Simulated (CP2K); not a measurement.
Two runs for the O K edge of carboxyacetonitrile. Run A: CP2K XAS_TDP, all-electron GAPW, PBEh(45%), aug-cc-pVDZ, TDA, no relativity. Run B differs in one setting.

First lines with a strength over 0.0015. A:

| atom | energy (eV) | states | strength, one atom |
| --- | --- | --- | --- |
| O5 (bonded to C) | 527.43 | 1 | 0.0413 |
|  | 531.46 | 1 | 0.0016 |
|  | 532.25 | 1 | 0.0029 |
|  | 532.79 | 1 | 0.0022 |
|  | 533.90 | 1 | 0.0035 |
| O6 (bonded to C and H) | 530.94 | 1 | 0.0160 |
|  | 531.62 | 1 | 0.0202 |
|  | 533.40 | 1 | 0.0057 |
|  | 533.95 | 1 | 0.0205 |
|  | 534.02 | 1 | 0.0037 |

B:

| atom | energy (eV) | states | strength, one atom |
| --- | --- | --- | --- |
| O5 (bonded to C) | 529.98 | 1 | 0.0426 |
|  | 534.09 | 1 | 0.0018 |
|  | 535.02 | 1 | 0.0038 |
|  | 535.86 | 1 | 0.0024 |
|  | 536.61 | 1 | 0.0046 |
| O6 (bonded to C and H) | 533.59 | 1 | 0.0165 |
|  | 533.97 | 1 | 0.0222 |
|  | 535.94 | 1 | 0.0096 |
|  | 536.62 | 1 | 0.0051 |
|  | 536.70 | 1 | 0.0244 |

**Question.** Which was it: GW2X switched on, the functional, the basis, scalar relativity switched on?

The functional (functional from PBEh(45%) to BHandHLYP; the lines alone don't name the new value). A functional moves all lines by electronvolts and changes their spacings and strengths. Against PBEh(45%) in aug-cc-pVDZ, the leading lines move by +2.55 eV (O5, to 529.98) and +2.65 eV (O6, to 533.59). The next line of O5 over the strength cut lies 4.11 eV higher, against 4.03.

[Hosts, paths, dates, database ids (printed as entryN), source tags and the programs' standing remarks are cut or masked in the printed files.]
